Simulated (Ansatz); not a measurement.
**KAuF3 (cubic perovskite) (Pm-3m): how robust is the cRPA U?**

What does U in KAuF3 (cubic perovskite) (Pm-3m) depend on besides the window?

Method: constrained RPA on LDA, plane waves, PAW, in Ansatz 0.2.0.

This is a report of a sequence of runs, with most program output left out.

The structure was built from a prototype and need not be the compound's stable phase.

## (1) Starting point

The structure is cubic, space group Pm-3m (No. 221). Conventional cell: a = 4.328 Å, b = 4.328 Å, c = 4.328 Å, α = 90.00°, β = 90.00°, γ = 90.00°. K has 12 F at 3.06 Å nearest. Nearest to Au lie 6 F at 2.16 Å. Nearest to F lie 2 Au at 2.16 Å and 4 K at 3.06 Å. Farther neighbours and most contacts between anions are not listed.

As a file:

```cif
data_structure
_symmetry_space_group_name_H-M 'P 1'
_symmetry_Int_Tables_number 1
_cell_length_a 4.3278
_cell_length_b 4.3278
_cell_length_c 4.3278
_cell_angle_alpha 90.000
_cell_angle_beta 90.000
_cell_angle_gamma 90.000
_cell_volume 81.06
loop_
_atom_site_label
_atom_site_type_symbol
_atom_site_fract_x
_atom_site_fract_y
_atom_site_fract_z
_atom_site_occupancy
K1 K 0.00000 0.00000 0.00000 1
Au2 Au 0.50000 0.50000 0.50000 1
F3 F 0.50000 0.50000 0.00000 1
F4 F 0.50000 0.00000 0.50000 1
F5 F 0.00000 0.50000 0.50000 1
```

The structure was relaxed with LDA. The structure type comes from a generator and need not be one that this composition takes. The structure was generated from a model, not taken from a measurement. The runs that relaxed it are not among those shown. The program's search for lower electronic states was switched off, so nothing shows that the state found is the lowest. Spin-orbit coupling is left out unless a step names it. The default PAW set here is soft_2. Its files were made with PBE.

## (2) Base: Au d, bands v5 to v1, 4×4×4 mesh, medium accuracy

Constrained RPA screens the interaction with every transition except those inside the target bands, which a later many-body model would treat itself.

Input file input.yaml:

```yaml
crystal:
  lattice:
    - [0.0, -4.32778339, 0.0]
    - [0.0, 0.0, 4.32778339]
    - [-4.32778339, 0.0, 0.0]
  atoms:
    - { symbol: K, position: [0.0, 0.0, 0.0] }
    - { symbol: Au, position: [0.5, 0.5, 0.5] }
    - { symbol: F, position: [0.5, 0.5, 0.0] }
    - { symbol: F, position: [0.5, 0.0, 0.5] }
    - { symbol: F, position: [0.0, 0.5, 0.5] }
kpoints:
  mp_grid: { grid: [8, 8, 8] }
hamiltonian:
  xc: lda
scf:
  occupations: { method: gaussian, width: 0.08 }
  n_extra_bands: 19
  max_iter: 150
  lower_state_search: "off"
output:
  crpa:
    kmesh: [4, 4, 4]
    target_bands: [v5, v1]
    projections: [{ species: Au, l: d, shell: 5 }]
  local_orbitals:
    kmesh: [8, 8, 8]
    orbitals: [{ species: Au, l: d, shell: 5 }]
    window: { bands: [v5, v1] }
    seedname: lo
```

The run is started by

```
$ ansatz run input.yaml --threads 4 --pin off --max-ram 9216MiB --backend cpu --events-out ev --progress --plain --runs-dir out
```

Wall time 86 s (4 threads of Arm Neoverse V1, shared host); peak memory 0.64 GiB.

Numbers from this step:

```yaml
u: 4.658 eV
u_prime_inter_orbital: 3.983 eV
j: 0.3114 eV
bare_v: 12.66 eV
bare_j: 0.4291 eV
stated_bound_on_u: 0.01515 eV
u_over_bare_v: 0.3678
electrons_in_the_window: 9.000
head_of_the_constrained_inverse_dielectric_matrix: 0.3400
least_eigenvalue_of_the_projection_s_overlap: 0.5746
target_functions: 5
bands_in_the_sums: 50
r_m_s_miss_of_the_model_bands: 0.001429 eV
width_of_the_target_bands: 4.291 eV
weight_of_the_projected_orbitals_in_the_window: 0.7318
```

On the Au d shell, screening brings the on-site interaction from 12.7 eV down to U = 4.66 eV.

## (3) Changed: 2×2×2 mesh

Changes to input.yaml since step 2:

```diff
@@ -22,9 +22,4 @@
   crpa:
-    kmesh: [4, 4, 4]
+    kmesh: [2, 2, 2]
     target_bands: [v5, v1]
     projections: [{ species: Au, l: d, shell: 5 }]
-  local_orbitals:
-    kmesh: [8, 8, 8]
-    orbitals: [{ species: Au, l: d, shell: 5 }]
-    window: { bands: [v5, v1] }
-    seedname: lo
```

Elapsed: 11 s, on 4 threads; peak memory 0.54 GiB; 38 s of CPU time.

This step gave:

| Item | Value |
| --- | --- |
| U | 5.213 eV |
| U prime (inter-orbital) | 4.500 eV |
| J | 0.3329 eV |
| bare V | 13.33 eV |
| bare J | 0.4562 eV |
| stated bound on U | 0.01383 eV |
| U over bare V | 0.3910 |
| electrons in the window | 9.000 |
| head of the constrained inverse dielectric matrix | 0.4062 |
| least eigenvalue of the projection's overlap | 0.5746 |
| target functions | 5 |
| bands in the sums | 50 |
| width of the target bands | 4.291 eV |
| weight of the projected orbitals in the window | 0.7318 |

On the Au d shell, screening brings the on-site interaction from 13.3 eV down to U = 5.21 eV.

## (4) Changed: 6×6×6 mesh

Changes to input.yaml since step 3:

```diff
@@ -22,3 +22,3 @@
   crpa:
-    kmesh: [2, 2, 2]
+    kmesh: [6, 6, 6]
     target_bands: [v5, v1]
```

It took 8.8 min on 4 threads; peak memory 0.9 GiB.

Numbers from this step:

| Item | Value |
| --- | --- |
| U | 4.653 eV |
| U prime (inter-orbital) | 3.981 eV |
| J | 0.3093 eV |
| bare V | 12.58 eV |
| bare J | 0.4262 eV |
| stated bound on U | 0.01490 eV |
| U over bare V | 0.3698 |
| electrons in the window | 9.000 |
| head of the constrained inverse dielectric matrix | 0.3478 |
| least eigenvalue of the projection's overlap | 0.5746 |
| target functions | 5 |
| bands in the sums | 50 |
| width of the target bands | 4.291 eV |
| weight of the projected orbitals in the window | 0.7318 |

On the Au d shell, screening brings the on-site interaction from 12.6 eV down to U = 4.65 eV.

## (5) Changed: sums over states

Changes to input.yaml since step 4:

```diff
@@ -22,4 +22,7 @@
   crpa:
-    kmesh: [6, 6, 6]
+    kmesh: [4, 4, 4]
     target_bands: [v5, v1]
     projections: [{ species: Au, l: d, shell: 5 }]
+    accuracy: sum_over_states
+    n_empty_bands: 100
+    ecut_chi: 136
```

The job ended after 14 s (4 threads; peak memory 0.68 GiB; 51 s of CPU time).

This variant gives U = 4.70 eV against 4.66 eV. It is a finite sum over empty states with no bound on its error and stays out of the table below.

## (6) Changed: smooth pair densities

Changes to input.yaml since step 5:

```diff
@@ -25,4 +25,2 @@
     projections: [{ species: Au, l: d, shell: 5 }]
-    accuracy: sum_over_states
-    n_empty_bands: 100
-    ecut_chi: 136
+    pair_densities: pseudo
```

Wall time 1.9 min (4 threads); peak memory 0.55 GiB; 7.2 min of CPU time.

This step gave:

```
U                                                 : 4.693 eV
U prime (inter-orbital)                           : 3.982 eV
J                                                 : 0.3293 eV
bare V                                            : 12.66 eV
bare J                                            : 0.4291 eV
stated bound on U                                 : 0.001298 eV
U over bare V                                     : 0.3706
electrons in the window                           : 9.000
head of the constrained inverse dielectric matrix : 0.3404
least eigenvalue of the projection's overlap      : 0.5746
target functions                                  : 5
bands in the sums                                 : 50
width of the target bands                         : 4.291 eV
weight of the projected orbitals in the window    : 0.7318
```

On the Au d shell, screening brings the on-site interaction from 12.7 eV down to U = 4.69 eV.

## (7) Changed: sums without a band count

Changes to input.yaml since step 6:

```diff
@@ -25,2 +25,2 @@
     projections: [{ species: Au, l: d, shell: 5 }]
-    pair_densities: pseudo
+    accuracy: sum_over_states
```

Elapsed: 0.13 s, on 4 threads; peak memory 0.087 GiB.

The input was rejected at the start.

The program's message: “Error: 2 input errors — fix all and re-run”

The fault put into this input: sums without a band count.

## (8) Changed: potentials

Changes to input.yaml since step 7:

```diff
@@ -15,2 +15,3 @@
   xc: lda
+  pseudopotentials: { kind: paw, source: ansatz }
 scf:
@@ -25,2 +26 @@
     projections: [{ species: Au, l: d, shell: 5 }]
-    accuracy: sum_over_states
```

Wall time 6.3 min (4 threads); peak memory 1.4 GiB.

Numbers from this step:

```yaml
u: 4.644 eV
u_prime_inter_orbital: 3.972 eV
j: 0.3102 eV
bare_v: 12.66 eV
bare_j: 0.4290 eV
stated_bound_on_u: 0.01037 eV
u_over_bare_v: 0.3669
electrons_in_the_window: 9.000
head_of_the_constrained_inverse_dielectric_matrix: 0.3386
least_eigenvalue_of_the_projection_s_overlap: 0.5743
target_functions: 5
bands_in_the_sums: 50
width_of_the_target_bands: 4.295 eV
weight_of_the_projected_orbitals_in_the_window: 0.7315
```

On the Au d shell, screening brings the on-site interaction from 12.7 eV down to U = 4.64 eV.

## (9) Changed: volume +3 %

The cell differs from the one that the last finished run ended in (a 4.328 → 4.371 Å, b 4.328 → 4.371 Å, c 4.328 → 4.371 Å).

Changes to input.yaml since step 8:

```diff
@@ -2,5 +2,5 @@
   lattice:
-    - [0.0, -4.32778339, 0.0]
-    - [0.0, 0.0, 4.32778339]
-    - [-4.32778339, 0.0, 0.0]
+    - [0.0, -4.3706355174, 0.0]
+    - [0.0, 0.0, 4.3706355174]
+    - [-4.3706355174, 0.0, 0.0]
   atoms:
@@ -15,3 +15,2 @@
   xc: lda
-  pseudopotentials: { kind: paw, source: ansatz }
 scf:
@@ -26 +25,6 @@
     projections: [{ species: Au, l: d, shell: 5 }]
+  local_orbitals:
+    kmesh: [8, 8, 8]
+    orbitals: [{ species: Au, l: d, shell: 5 }]
+    window: { bands: [v5, v1] }
+    seedname: lo
```

It took 87 s on 4 threads; peak memory 0.64 GiB; 5.5 min of CPU time.

This step gave:

- U: 4.622 eV
- U prime (inter-orbital): 3.953 eV
- J: 0.3076 eV
- bare V: 12.57 eV
- bare J: 0.4245 eV
- stated bound on U: 0.01564 eV
- U over bare V: 0.3678
- electrons in the window: 9.000
- head of the constrained inverse dielectric matrix: 0.3427
- least eigenvalue of the projection's overlap: 0.5724
- target functions: 5
- bands in the sums: 50
- r.m.s. miss of the model bands: 0.001523 eV
- width of the target bands: 4.099 eV
- weight of the projected orbitals in the window: 0.7287

On the Au d shell, screening brings the on-site interaction from 12.6 eV down to U = 4.62 eV.

## (10) Side by side

Times are wall times on 4 threads of Arm Neoverse V1, shared host, good to a factor of about two.

```
                  run  bare V (eV)  U (eV)  J (eV)  bound on U (eV)  width (eV)     time
        target window        12.66   4.658   0.311           0.0151        4.29     86 s
           2×2×2 mesh        13.33   5.213   0.333           0.0138        4.29     11 s
           6×6×6 mesh        12.58   4.653   0.309           0.0149        4.29  8.8 min
smooth pair densities        12.66   4.693   0.329           0.0013        4.29  1.9 min
           potentials        12.66   4.644   0.310           0.0104        4.30  6.3 min
          volume +3 %        12.57   4.622   0.308           0.0156        4.10     87 s
```

## (11) Results

```json
{
  "target window": "U 4.66 eV, J 0.31 eV",
  "2×2×2 mesh": "U 5.21 eV, J 0.33 eV",
  "6×6×6 mesh": "U 4.65 eV, J 0.31 eV",
  "smooth pair densities": "U 4.69 eV, J 0.33 eV",
  "potentials": "U 4.64 eV, J 0.31 eV",
  "volume +3 %": "U 4.62 eV, J 0.31 eV"
}
```

2×2×2 mesh moves U by +0.55 eV at 0.12 times the time. 6×6×6 mesh moves U by −0.01 eV (within the solver's bounds, for the mean over orbitals) at 6.2 times the time. Smooth pair densities moves U by +0.03 eV. Potentials moves U by −0.01 eV (within the solver's bounds, for the mean over orbitals) at 4.4 times the time. Volume +3 % moves U by −0.04 eV. The printed bound covers the solver alone, not the mesh. The parent state is non-magnetic and the interaction static (zero frequency); U depends on the window and the orbitals, so it belongs to this model alone. Spin-orbit coupling, which is strong for atoms this heavy, is left out.

[Paths, hosts, dates, memory and timing lines, banners, echoed tables and standing remarks are left out of the program output.]

[Logs are printed without paths, hosts, clocks, repeated set-up lines and the standing remarks that a program may print on its own settings, such as how far it seeks lower states.]

[Runs of the session that timed out or met a known fault of the program may be left out.]

[Hosts, paths, dates, database ids (printed as entryN), source tags and the programs' standing remarks are cut or masked in the printed files.]
